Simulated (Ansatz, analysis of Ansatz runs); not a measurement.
# Y2S2O (P2_1/c), nudged elastic band: V_S hop (3.4 Å) (q = +1), part 4 of 5

How high is the barrier when S changes place in Y2S2O (P2_1/c)? The case: V_S hop (3.4 Å), charge +1, in a cell of 40 host atoms with 1 S taken out.

Ansatz 0.2.0; plane-wave PAW DFT, LDA; nudged elastic band between two relaxed defect structures at fixed charge in a uniform background.

So far, barrier forward (eV): step 4 (nudged elastic band, charge +1) 1.42.

## Step 5: Single point at the top of the path, LDA

A single point at the top of the band gives the levels near the gap and the populations there.

This step: plane-wave PAW DFT, LDA; single point of a defect supercell on a structure of the LDA path.

Input file qp1_M1.top.probe/input.yaml:

```yaml
crystal:
  lattice:
    - [-1.13015356, 6.77967323, 6.6421666]
    - [6.96905613, 0.0, 6.61852732]
    - [8.0992097, 6.77967323, -0.02363928]
  atoms:
    - { symbol: "Y", position: [0.40429901, 0.30247319, 0.55409488] }
    - { symbol: "Y", position: [0.91841759, 0.8355073, 0.02933367] }
    - { symbol: "Y", position: [0.0166699, 0.72837486, 0.41552237] }
    - { symbol: "Y", position: [0.53367529, 0.22222311, 0.92004602] }
    - { symbol: "Y", position: [0.08191763, 0.16892789, 0.97503305] }
    - { symbol: "Y", position: [0.58262244, 0.65513689, 0.46792753] }
    - { symbol: "Y", position: [0.47898383, 0.7939351, 0.0579337] }
    - { symbol: "Y", position: [0.96122293, 0.28476275, 0.58599713] }
    - { symbol: "Y", position: [0.06198644, 0.62537383, 0.79873441] }
    - { symbol: "Y", position: [0.55361804, 0.11084112, 0.30365744] }
    - { symbol: "Y", position: [0.30210794, 0.5157846, 0.06362931] }
    - { symbol: "Y", position: [0.8001386, 0.01947029, 0.5580754] }
    - { symbol: "Y", position: [0.44137453, 0.86243049, 0.69493806] }
    - { symbol: "Y", position: [0.94428463, 0.38394387, 0.19574982] }
    - { symbol: "Y", position: [0.19082108, 0.99909321, 0.4398656] }
    - { symbol: "Y", position: [0.70478594, 0.4833933, 0.93353259] }
    - { symbol: S, position: [0.16628749, 0.80547978, 0.12260697] }
    - { symbol: S, position: [0.66297937, 0.287835, 0.62647042] }
    - { symbol: S, position: [0.23269699, 0.19770381, 0.13228151] }
    - { symbol: S, position: [0.73618653, 0.68373725, 0.62437336] }
    - { symbol: S, position: [0.26284665, 0.30215741, 0.37570635] }
    - { symbol: S, position: [0.76788984, 0.8022144, 0.87030701] }
    - { symbol: S, position: [0.3752101, 0.55364167, 0.76130878] }
    - { symbol: S, position: [0.86211097, 0.07153573, 0.26269322] }
    - { symbol: S, position: [0.10920348, 0.4254597, 0.65860541] }
    - { symbol: S, position: [0.61396993, 0.91741701, 0.16137825] }
    - { symbol: S, position: [0.50229973, 0.55558518, 0.32573442] }
    - { symbol: S, position: [0.83971289, 0.19190801, 0.88950232] }
    - { symbol: S, position: [0.37987577, 0.09676551, 0.8489258] }
    - { symbol: S, position: [0.88477476, 0.58571919, 0.3331113] }
    - { symbol: S, position: [0.12721693, 0.95032097, 0.73633769] }
    - { symbol: O, position: [0.43345221, 0.90054204, 0.46958053] }
    - { symbol: O, position: [0.9397916, 0.41511119, 0.97332765] }
    - { symbol: O, position: [0.03500585, 0.82551226, 0.55213894] }
    - { symbol: O, position: [0.53097499, 0.32564309, 0.06876306] }
    - { symbol: O, position: [0.06404209, 0.59319017, 0.0237326] }
    - { symbol: O, position: [0.55713503, 0.07688232, 0.53073053] }
    - { symbol: O, position: [0.47685479, 0.67336582, 0.93647886] }
    - { symbol: O, position: [0.96394106, 0.18389798, 0.44003207] }
total_charge: 1
basis:
  ecutwfc: 420
  xc_grid: 2
hamiltonian:
  xc: lda
kpoints:
  mp_grid: { grid: [1, 1, 1] }
magnetization:
  spin_polarized: true
  initial_magnetization: 1
  spin_locking: { lock_magnetization: hard }
scf:
  occupations: { method: fixed }
  max_iter: 60
output:
  forces: true
  eigenvalues: true
  eigenstates: { localisation: true }
  populations: true
  write_density: true
  write_potential: true
  volumetric_format: npy
  elf: true
checkpoint:
  write: "../qp1_M1.top.probe.run"
  compress: false
  write_wavefunctions: false
  write_every: 100000
```

Launch:

```bash
> ansatz run input.yaml --threads 4 --pin off --max-ram 7536MiB --backend cpu --events-out ev --progress --plain --runs-dir out
```

Numbers of over 12 decimals in the logs are rounded to 6 here.

Log:

```text
[...]
Crystal: 39 atoms, lattice volume = 729.080 Å³
Basis set: ecut = 420 eV, 14223 PW (Γ), exchange–correlation on 128×144×144 points (8 copies of the dense FFT grid, shifted against one another)
Bands: 196, of which v1, the nominal top of the filled ones, is band 157 counted from 1 (156 counted from 0)
Symmetry: 1 space group operations
[...]
k-points: 1
[...]
Starting moments: Σ|m| = 1 μB on 39 of 39 sites
[...]
SCF iter   1: F=—  HF=-77516.719738 eV  |F-HF|=—  |Δ(HF+E_count)|=         —  Δρ=2.52e-2 (↑2.52e-2 ↓2.48e-2)  dr2=3.07e1  dr2_m=2.09e-2  M=1.000 μB ∫|m|=1.016 μB  β_m=0.30  ethr=3.10e-3  ⟨swp⟩=5.0  Hψ=1134  notcnv=0  defer=70
[...]
[... 4 atoms left out ...]
  atom  26  S      0.01056764    -0.00497894     0.00789523
  atom  27  S      0.00561989     0.01009554    -0.00186876
  [... 9 atoms left out ...]
  atom  37  O     -0.00139543     0.00365364     0.00520196
  atom  38  O      0.00281275     0.00668816    -0.00051652
  [... 1 atom left out ...]
  max |Σ_I F_I| component: 1.51e-5 eV/Å
--- Band table (eV) ---
[...]
--- Löwdin populations: 39 sites ---
  site symbol       q [e]    m [muB]
     0      Y     10.3841     0.0203
     1      Y     10.2917     0.0144
  [... 3 atoms left out ...]
     5      Y     10.3123     0.0520
     6      Y     10.4052     0.1062
  [... 9 atoms left out ...]
    16      S      6.3770     0.0106
    17      S      6.3364    -0.0008
  [... 2 atoms left out ...]
    20      S      6.3680     0.0043
  [... 4 atoms left out ...]
    25      S      6.3391     0.0010
    26      S      6.3104     0.0027
  [... 9 atoms left out ...]
    36      O      6.6084     0.0026
    37      O      6.5988     0.0008
  [... 1 atom left out ...]
  spilling = 0.003419 (of n_electrons = 313.000000)
[key lines of the parts left out:]
SCF converged after 12 iterations
Magnetization: 1.0000 μB (157.0000 up, 156.0000 down)
Free energy (F): -77509.145108 eV
Fermi energy:    10.996840 (↑ 10.996840, ↓ 8.760220) eV
```

Run time: 14 s. Hardware: 4 threads of Arm Neoverse V1, shared host; peak memory 1.1 GiB; 53 s of CPU time.

Numbers from this step:

- free energy: -77509.1451 eV
- total moment: 1 μB
- integral of the absolute spin density: 1.068 μB
- spin contamination: 0.001341

From eigenstates.tsv, first k-point; energies on the run's zero. The participation number counts the atoms that a state is spread over, of 39; bands count from 0.

```csv
spin,band,energy (eV),occupation,participation,largest share on,share
down,150,8.146,1.00,18.2,S31,0.11
down,151,8.212,1.00,12.0,S28,0.19
down,152,8.295,1.00,12.9,S19,0.15
down,153,8.616,1.00,20.4,S31,0.09
down,154,8.648,1.00,15.1,S18,0.15
down,155,8.760,1.00,17.0,S18,0.13
down,156,11.272,0.00,19.0,Y16,0.10
down,157,11.292,0.00,18.5,Y2,0.13
down,158,11.410,0.00,27.1,Y3,0.07
down,159,11.604,0.00,21.6,Y8,0.10
down,160,11.726,0.00,20.1,Y3,0.12
up,151,8.206,1.00,11.9,S28,0.19
up,152,8.287,1.00,12.9,S19,0.15
up,153,8.607,1.00,20.4,S31,0.09
up,154,8.640,1.00,15.3,S18,0.15
up,155,8.752,1.00,17.0,S18,0.13
up,156,10.997,1.00,16.4,Y16,0.12
up,157,11.265,0.00,19.0,Y2,0.13
up,158,11.362,0.00,26.9,Y3,0.09
up,159,11.571,0.00,22.6,Y8,0.09
up,160,11.646,0.00,19.6,Y3,0.12
up,161,11.812,0.00,26.2,Y13,0.10
```

Under LDA at the zone centre alone, the highest filled state is spin up, spread over 16 of 39 atoms, and the lowest empty one, 0.27 eV above it, is spin up, spread over 19 of 39 atoms.

Löwdin populations of the atoms near the centre, and their excess over far atoms of the same element, which can also hold differences between inequivalent host sites (the log counts sites from 0):

```csv
atom,distance from the centre (Å),electrons,excess
S27,0.23,6.310,-0.051
Y7,2.32,10.405,0.171
Y1,2.56,10.384,0.150
Y6,2.76,10.312,0.078
S26,3.35,6.339,-0.023
S18,3.45,6.336,-0.025
S17,3.50,6.377,0.015
O38,3.51,6.599,-0.005
```

The atoms' spheres hold 0.21 of the 1 μB, none over 0.04 μB.

Spin density in the bc plane at fractional x = 0.484, through the centre, with atoms of Y and S and O within 0.45 Å of it.

Values in units of 1e-3 e/Å³, 13 rows by 16 columns, each cell a mean:
```
 0.2  0.0  0.0  0.0  0.5  1.2  1.0  0.4  0.1  0.2  0.9  0.5  0.2  1.5  1.8  0.5
 0.6  0.4  0.1  0.3  1.0  0.3  0.3  0.4  0.4  0.3 -0.2 -0.8 -0.1  0.3  0.6  0.6
 0.0  0.0  0.0  0.0  0.2  0.3  0.1  0.1  0.0  0.1  0.4  0.7  0.5  0.0  0.1  0.0
 0.0  0.2  0.2  0.0  0.0  0.0  0.0  0.1  0.4  0.4  0.2  0.2  0.3  0.0  0.3  0.0
-0.1  0.0  0.1  0.0  0.0  0.2  0.4  0.4  0.2  0.3  0.6  0.7  0.9  0.6  0.1  0.1
 0.0  0.5  0.2  0.0  0.7  0.5  0.3  1.1  2.0  1.9  0.8  0.8  0.6  0.0  0.3  0.7
 0.3  0.2  0.3  0.1  0.3  1.4  0.7  0.2  1.8  5.4  6.7  2.2  0.4  0.0 -0.7  0.3
 0.4  0.0  0.1  0.7  0.9  0.2  1.4  4.4 -0.1  0.8  5.8  6.0  2.0  0.2  0.0 -0.1
 0.3  0.0  0.3  1.2  2.3  1.5  0.3  4.9  8.7 -1.3 -1.0  2.3  2.4  1.0  0.1  0.0
 0.0  0.4  2.2  0.8  1.6  2.4  1.7  0.6  3.0  7.5  3.4  0.2  0.9  1.0  0.4  0.0
 0.0  0.2  0.6  0.8  0.3  0.6  1.5  1.9  1.3  0.8  2.4  3.9  1.1  0.7  0.7  0.1
 0.1  0.0  0.0  0.0  0.0  1.1  0.6  0.6  1.5  1.9  1.6  3.0  5.9  0.7  1.2  0.6
 0.3  0.1  0.0  0.1  0.5  0.1  0.1  0.1  0.1  0.2  0.5  1.6  1.3  1.7  0.5  0.5
```
Columns run along b (9.6 Å), rows up along c (10.6 Å). Atoms in or near the plane, at fractional coordinates: Y at (0.22, 0.92), Y at (0.79, 0.06), Y at (0.86, 0.69), S at (0.56, 0.33), O at (0.90, 0.47), O at (0.33, 0.07), O at (0.67, 0.94).

Electrostatic potential energy in the bc plane at fractional x = 0.484, through the centre, with atoms of Y and S and O within 0.45 Å of it. With pseudopotentials it is smooth inside the atoms' cores, unlike the true potential.

Ten even steps from '_' (-40 eV) to '@' (13 eV), each cell a mean:
```
@@@@%%**::____--**%%@@@@@@@@@@@@==..::++%%++----++##@@
@@@@@@%%==______--##@@@@@@@@@@@@##::__..##@@%%##%%%%@@
%%%%@@%%##==..__..++%%@@@@@@@@@@@@##--::**@@@@@@@@@@@@
%%##%%%%@@%%**====**%%@@@@@@@@@@@@@@@@%%%%@@@@@@@@@@@@
@@%%%%%%@@@@@@%%%%%%%%@@@@@@@@@@@@@@@@%%######%%@@@@@@
@@@@@@@@@@@@@@@@@@@@@@@@@@%%%%@@@@@@@@%%++::::++##@@@@
@@@@@@@@@@@@@@@@@@@@@@@@@@%%%%%%@@@@@@%%++______--##@@
@@@@@@@@@@@@@@@@@@@@@@@@@@@@@@@@@@@@@@@@##::______--##
%%@@@@@@%%####%%%%@@@@@@@@@@@@@@@@@@@@@@%%##--____::**
%%%%%%@@%%**====**%%@@@@@@@@@@%%%%%%@@@@@@@@%%**++++##
@@%%**##%%##--..::++%%@@@@@@@@%%##**##%%@@@@@@%%%%%%%%
@@@@%%##%%%%**--::==##%%@@@@@@%%##++==**%%@@##**##@@@@
@@@@@@@@@@@@%%##++++##%%@@@@@@@@%%**====**%%##----**@@
%%%%%%%%@@@@@@@@%%%%%%%%%%####%%@@%%##**##%%%%**==++%%
%%++==++##%%@@@@@@@@@@@@##--::--##%%%%%%%%%%@@@@@@%%%%
%%++::..::**%%@@@@@@@@@@%%--::--::**@@@@@@@@@@@@@@@@@@
@@##--..__--##%%@@@@@@@@@@**--::::==%%@@@@@@@@@@@@@@@@
@@%%##==----**%%@@@@@@@@@@@@##==--==##@@@@@@@@@@@@@@@@
@@@@@@%%##**##%%@@@@@@@@@@@@@@@@%%##%%%%@@@@@@@@@@@@@@
@@@@@@@@@@@@@@@@@@@@@@@@@@@@@@@@@@%%######%%@@@@@@@@@@
@@@@@@@@@@@@@@%%**##@@@@@@@@@@@@@@%%**--::--**%%@@@@@@
@@@@@@@@@@@@@@##----**@@@@@@@@@@@@%%++..____..++%%@@@@
@@@@@@%%%%%%%%@@**----%%@@@@@@@@@@@@##--______..**%%@@
@@@@%%##====++##%%%%##%%@@@@@@@@##**%%##--______==##@@
```
Columns run along b (9.6 Å; values clipped at the 3rd and 97th percentile), rows up along c (10.6 Å). Atoms in or near the plane, at fractional coordinates: Y at (0.22, 0.92), Y at (0.79, 0.06), Y at (0.86, 0.69), S at (0.56, 0.33), O at (0.90, 0.47), O at (0.33, 0.07), O at (0.67, 0.94).

ELF of down spins in the bc plane at fractional x = 0.484, through the centre, with atoms of Y and S and O within 0.45 Å of it. It is the smooth field of the valence electrons, not physical close to the nuclei.

Values, 13 rows by 16 columns, each cell a mean:
```
0.49 0.24 0.58 0.84 0.74 0.28 0.30 0.20 0.14 0.69 0.63 0.66 0.43 0.50 0.40 0.25
0.82 0.76 0.39 0.58 0.80 0.55 0.18 0.33 0.20 0.25 0.64 0.74 0.67 0.18 0.13 0.57
0.74 0.80 0.69 0.24 0.16 0.16 0.33 0.76 0.73 0.45 0.14 0.18 0.34 0.29 0.11 0.39
0.22 0.43 0.44 0.22 0.15 0.16 0.20 0.62 0.82 0.78 0.43 0.16 0.73 0.82 0.69 0.16
0.30 0.32 0.09 0.19 0.21 0.22 0.20 0.18 0.44 0.55 0.41 0.12 0.28 0.71 0.81 0.41
0.51 0.78 0.47 0.47 0.76 0.44 0.13 0.10 0.06 0.17 0.29 0.12 0.26 0.40 0.36 0.18
0.20 0.55 0.66 0.29 0.55 0.61 0.21 0.36 0.36 0.21 0.61 0.57 0.31 0.77 0.75 0.44
0.20 0.32 0.24 0.14 0.07 0.12 0.36 0.80 0.80 0.69 0.36 0.35 0.17 0.43 0.75 0.68
0.22 0.77 0.78 0.35 0.07 0.07 0.38 0.82 0.51 0.40 0.77 0.36 0.07 0.12 0.21 0.25
0.17 0.36 0.70 0.53 0.09 0.05 0.09 0.45 0.77 0.75 0.83 0.62 0.17 0.41 0.57 0.40
0.59 0.21 0.09 0.21 0.40 0.38 0.15 0.06 0.25 0.43 0.39 0.36 0.23 0.24 0.66 0.74
0.56 0.26 0.07 0.30 0.76 0.78 0.65 0.16 0.09 0.14 0.20 0.77 0.75 0.65 0.29 0.54
0.17 0.10 0.39 0.43 0.38 0.71 0.78 0.35 0.20 0.66 0.56 0.48 0.70 0.76 0.59 0.12
```
Columns run along b (9.6 Å), rows up along c (10.6 Å). Atoms in or near the plane, at fractional coordinates: Y at (0.22, 0.92), Y at (0.79, 0.06), Y at (0.86, 0.69), S at (0.56, 0.33), O at (0.90, 0.47), O at (0.33, 0.07), O at (0.67, 0.94).

(Part 4 of 5 ends here.)

[Logs are printed without paths, hosts, clocks, repeated set-up lines and the standing remarks that a program may print on its own settings, such as how far it seeks lower states.]

[Hosts, paths, dates, database ids (printed as entryN), source tags and the programs' standing remarks are cut or masked in the printed files.]
